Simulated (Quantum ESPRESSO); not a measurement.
**NaF (Villiaumite): a mode Grüneisen parameter, worked out**

Wanted: a fit of frequency against volume for NaF (Villiaumite), tested on a run that is left out of it.

Program: Quantum ESPRESSO 7.5. Level of theory: DFT PBE, scalar-relativistic, plane waves, GBRV ultrasoft pseudopotentials. Results are calculated unless marked as measured.

## (1) The relaxed structure

The structure is cubic, space group Fm-3m (No. 225). Conventional cell: a = 4.716 Å, b = 4.716 Å, c = 4.716 Å, α = 90.00°, β = 90.00°, γ = 90.00°. Na has 6 F at 2.36 Å nearest. F has 6 Na at 2.36 Å nearest. Farther neighbours and most contacts between anions are not listed.

Coordinates:

```xyz
2
Lattice="-2.3581 0.0000 2.3581 0.0000 2.3581 2.3581 -2.3581 2.3581 0.0000" Properties=species:S:1:pos:R:3 pbc="T T T"
Na    0.0000    0.0000    0.0000
F    -2.3581    2.3581    2.3581
```

This is the cell after its relaxation at this level of theory, not the database cell from which that began.

## (2) Runs at several volumes

The relaxed cell is scaled uniformly; in this structure symmetry fixes all atoms, so nothing has to be relaxed anew. Each volume gets a ground state and a response at Γ. The mode followed is the highest one without the macroscopic field, of symmetry T1u; longitudinal polar modes lie higher. Cutoff 55 Ry, k mesh 8×8×8.

From the response at V/V₀ = 0.94:

What it wrote:

```text
[banners, grids, parts of the stress and lines that vanish by symmetry left out]
Program PHONON v.7.5
     Reading xml data from directory:

[...]
Exchange-correlation= PBE
                           (   1   4   3   4   0   0   0)
[...]
kinetic-energy cut-off    =      55.0000  Ry
     charge density cut-off    =     440.0000  Ry
     convergence threshold     =      1.0E-18
[...]
Exchange-correlation= PBE
                           (   1   4   3   4   0   0   0)
[...]
q = (   0.0000000   0.0000000   0.0000000 )
     49 Sym.Ops. (with q -> -q+G )
     G cutoff =  424.7370  (  25893 G-vectors)     FFT grid: ( 45, 45, 45)
     G cutoff =  212.3685  (   9257 G-vectors)  smooth grid: ( 30, 30, 30)
     number of k points=    29
[...]
Mode symmetry, O_h (m-3m)  point group:
[...]
Dielectric constant
[...]
End of electric fields calculation
          Dielectric constant in cartesian axis
          (       1.873228521      -0.000000000      -0.000000000 )
          (      -0.000000000       1.873228521       0.000000000 )
          (      -0.000000000       0.000000000       1.873228521 )
          Effective charges (d Force / dE) in cartesian axis without acoustic sum rule applied (asr)
           atom    1  Na    Mean Z*:        1.01245
      Ex  (        1.01245        0.00000        0.00000 )
      Ey  (        0.00000        1.01245       -0.00000 )
      Ez  (        0.00000       -0.00000        1.01245 )
           atom    2  F     Mean Z*:       -1.00768
      Ex  (       -1.00768       -0.00000        0.00000 )
      Ey  (       -0.00000       -1.00768        0.00000 )
      Ez  (        0.00000        0.00000       -1.00768 )
          Effective charges Sum: Mean:        0.00478
[...]
Effective charges (d Force / dE) in cartesian axis with asr applied:
           atom    1  Na    Mean Z*:        1.01006
[...]
atom    2  F     Mean Z*:       -1.01006
[...]
Representation #   1 modes #   1   2   3
[...]
End of self-consistent calculation
     Convergence has been achieved
     Representation #   2 modes #   4   5   6
[...]
End of self-consistent calculation
     Convergence has been achieved
[...]
Dielectric constant in cartesian axis
          (       1.873228521      -0.000000000      -0.000000000 )
          (      -0.000000000       1.873228521       0.000000000 )
          (      -0.000000000       0.000000000       1.873228521 )
          Effective charges (d Force / dE) in cartesian axis without acoustic sum rule applied (asr)
           atom    1  Na    Mean Z*:        1.01245
      Ex  (        1.01245        0.00000        0.00000 )
      Ey  (        0.00000        1.01245       -0.00000 )
      Ez  (        0.00000       -0.00000        1.01245 )
           atom    2  F     Mean Z*:       -1.00768
      Ex  (       -1.00768       -0.00000        0.00000 )
      Ey  (       -0.00000       -1.00768        0.00000 )
      Ez  (        0.00000        0.00000       -1.00768 )
          Effective charges Sum: Mean:        0.00478
[...]
Effective charges (d Force / dE) in cartesian axis with asr applied:
           atom    1  Na    Mean Z*:        1.01006
[...]
atom    2  F     Mean Z*:       -1.01006
[...]
q = (    0.000000000   0.000000000   0.000000000 )
[...]
freq (    1) =       0.094230 [THz] =       3.143166 [cm-1]
     freq (    2) =       0.094230 [THz] =       3.143166 [cm-1]
     freq (    3) =       0.094230 [THz] =       3.143166 [cm-1]
     freq (    4) =       7.854468 [THz] =     261.996848 [cm-1]
     freq (    5) =       7.854468 [THz] =     261.996848 [cm-1]
     freq (    6) =       7.854468 [THz] =     261.996848 [cm-1]
[...]
Mode symmetry, O_h (m-3m)  point group:
     freq (   1-   3) =          3.1  [cm-1]   --> T_1u G_15  G_4- I
     freq (   4-   6) =        262.0  [cm-1]   --> T_1u G_15  G_4- I

   JOB DONE.
```

One volume, V/V₀ = 1, is held back as a test.

```
V/V₀  volume (Å³/atom)  pressure (GPa)   ω (cm⁻¹)
0.94            12.325            3.22     262.00
0.97            12.719            1.48     243.61
   1            13.112            0.02  held back
1.03            13.505           -1.22     209.39
1.06            13.899           -2.27     192.97
```

## (3) The fit

The mode Grüneisen parameter is γ = −d ln ω / d ln V.

```
ln(V/V₀)    ln ω
 -0.0619  5.5683
 -0.0305  5.4956
  0.0296  5.3442
  0.0583  5.2625
```

A straight line through these points has the slope -2.540, so γ = 2.54; at V/V₀ = 1 it predicts ω = exp(5.4148 + 0.0000) = 224.71 cm⁻¹.

A parabola of pressure against ln V through V/V₀ = 0.97, 1 and 1.03 gives the bulk modulus B = −dP/d ln V = 45 GPa at V₀. With ω₀ from the fitted line the pressure coefficient follows as dω/dP = γ ω₀ / B = 2.54 × 224.7 / 45 = 12.7 cm⁻¹/GPa.

## (4) The run that was held back

What it wrote:

```text
[banners, grids, parts of the stress and lines that vanish by symmetry left out]
[banner, memory and clock lines left out]
Program PHONON v.7.5

[...]
Exchange-correlation= PBE
                           (   1   4   3   4   0   0   0)
[...]
kinetic-energy cut-off    =      55.0000  Ry
     charge density cut-off    =     440.0000  Ry
     convergence threshold     =      1.0E-18
[...]
Exchange-correlation= PBE
                           (   1   4   3   4   0   0   0)
[...]
q = (   0.0000000   0.0000000   0.0000000 )
     49 Sym.Ops. (with q -> -q+G )
     G cutoff =  442.6239  (  27581 G-vectors)     FFT grid: ( 45, 45, 45)
     G cutoff =  221.3119  (   9721 G-vectors)  smooth grid: ( 30, 30, 30)
     number of k points=    29
[...]
Mode symmetry, O_h (m-3m)  point group:
[...]
Dielectric constant
[...]
End of electric fields calculation
          Dielectric constant in cartesian axis
          (       1.858563512       0.000000000      -0.000000000 )
          (       0.000000000       1.858563512      -0.000000000 )
          (       0.000000000      -0.000000000       1.858563512 )
          Effective charges (d Force / dE) in cartesian axis without acoustic sum rule applied (asr)
           atom    1  Na    Mean Z*:        1.02139
      Ex  (        1.02139       -0.00000        0.00000 )
      Ey  (       -0.00000        1.02139       -0.00000 )
      Ez  (        0.00000       -0.00000        1.02139 )
           atom    2  F     Mean Z*:       -1.01669
      Ex  (       -1.01669        0.00000        0.00000 )
[...]
Representation #   1 modes #   1   2   3
[...]
End of self-consistent calculation
     Convergence has been achieved
     Representation #   2 modes #   4   5   6
[...]
End of self-consistent calculation
     Convergence has been achieved
[...]
Dielectric constant in cartesian axis
          (       1.858563512       0.000000000      -0.000000000 )
          (       0.000000000       1.858563512      -0.000000000 )
          (       0.000000000      -0.000000000       1.858563512 )
          Effective charges (d Force / dE) in cartesian axis without acoustic sum rule applied (asr)
           atom    1  Na    Mean Z*:        1.02139
      Ex  (        1.02139       -0.00000        0.00000 )
      Ey  (       -0.00000        1.02139       -0.00000 )
      Ez  (        0.00000       -0.00000        1.02139 )
           atom    2  F     Mean Z*:       -1.01669
      Ex  (       -1.01669        0.00000        0.00000 )
      Ey  (        0.00000       -1.01669       -0.00000 )
      Ez  (        0.00000       -0.00000       -1.01669 )
          Effective charges Sum: Mean:        0.00470
[...]
Effective charges (d Force / dE) in cartesian axis with asr applied:
           atom    1  Na    Mean Z*:        1.01904
[...]
atom    2  F     Mean Z*:       -1.01904
[...]
q = (    0.000000000   0.000000000   0.000000000 )
[...]
freq (    1) =       0.123987 [THz] =       4.135770 [cm-1]
     freq (    2) =       0.123987 [THz] =       4.135770 [cm-1]
     freq (    3) =       0.123987 [THz] =       4.135770 [cm-1]
     freq (    4) =       6.774298 [THz] =     225.966272 [cm-1]
     freq (    5) =       6.774298 [THz] =     225.966272 [cm-1]
     freq (    6) =       6.774298 [THz] =     225.966272 [cm-1]
[...]
Mode symmetry, O_h (m-3m)  point group:
     freq (   1-   3) =          4.1  [cm-1]   --> T_1u G_15  G_4- I
     freq (   4-   6) =        226.0  [cm-1]   --> T_1u G_15  G_4- I
```

It gives 225.97 cm⁻¹ against the predicted 224.71 cm⁻¹, a miss of 1 cm⁻¹.

## (5) Outcome

| Property | Result |
| --- | --- |
| mode Grüneisen parameter | 2.540 |
| bulk modulus | 45.0 GPa |
| pressure coefficient | 12.7 cm⁻¹/GPa |

In words: The highest optical mode of NaF (Villiaumite) without the LO-TO term stiffens by 12.7 cm⁻¹ a GPa near the relaxed volume, with γ = 2.54. The power law meets all 5 runs within 0.56 %; between neighbouring volumes γ runs from 2.32 to 2.84. Such a coefficient turns a measured shift of this mode into a hydrostatic stress; uniaxial or biaxial stress splits the mode and needs deformation potentials. These are harmonic values at zero temperature for the structure held cubic, which a run at Γ can't show to be stable; the bulk modulus rests on three points.

[Host names and launcher messages were left out of these logs when they were recorded.]

[Logs are printed without paths, hosts, clocks, repeated set-up lines and the standing remarks that a program may print on its own settings, such as how far it seeks lower states.]

[Hosts, paths, dates, database ids (printed as entryN), source tags and the programs' standing remarks are cut or masked in the printed files.]
